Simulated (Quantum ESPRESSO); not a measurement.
Computed results, one entry a study.

```json
{"subject": "MnI2: which magnetic order is lowest", "lattice_ang": [[4.16, 0.0, 0.0], [-2.08, 3.6027, 0.0], [0.0, 0.0, 6.82]], "atoms": [["Mn", 0.0, 0.0, 0.0], ["I", 0.3333, 0.6667, 0.25], ["I", 0.6667, 0.3333, 0.75]], "method": "LDA with U = 5 eV on Mn d (ortho-atomic projectors); plane waves with GBRV 1.5 LDA potentials, no spin-orbit coupling (and 2 further levels or steps)", "program": "Quantum ESPRESSO 7.5", "settings_of_one_run": "GBRV 1.5 LDA, potential files Mn: mn_lda_v1.5.uspp.F.UPF, I: i_lda_v1.uspp.F.UPF, cutoff 544.23 eV, 6×6×6 k-mesh, 24 bands, fermi-dirac occupations, smearing width 0.05 eV, collinear spin, SCF threshold 6.00e-9, Hubbard form dudarev, Hubbard projectors ortho-atomic, mesh matched on, starting moments 4.5 0 0 μB", "cost": "6 runs, 4.4 min in all on 2 MPI ranks of Arm Neoverse V2, shared host (the runs of this entry)", "notes": "The database entry behind the starting cell has ideal inner coordinates that were not refined. The run is spin-polarised, with a total moment of 5.00 μB a cell (absolute 5.00). This is the lowest of 3 collinear or spinless starts, no proof of the ground state.", "results": {"lowest_state_found": "ferromagnetic (from ferro +)", "largest_site_moment": "4.66 μB", "next_state_with_moments": "antiferromagnetic, 2.58 meV a seeded atom higher", "state_without_moments_under_the_same_u": "4933 meV a seeded atom higher"}}
```

[Logs and program files are shortened in this print: banners, set-up blocks, solver, clock and traceback lines can be left out without a mark of their own.]

[Logs are printed without paths, hosts, clocks, repeated set-up lines and the standing remarks that a program may print on its own settings, such as how far it seeks lower states.]

[Hosts, paths, dates, database ids (printed as entryN), source tags and the programs' standing remarks are cut or masked in the printed files.]

[Where a cell is said to come from a database of computed structures, the database is the Materials Project.]
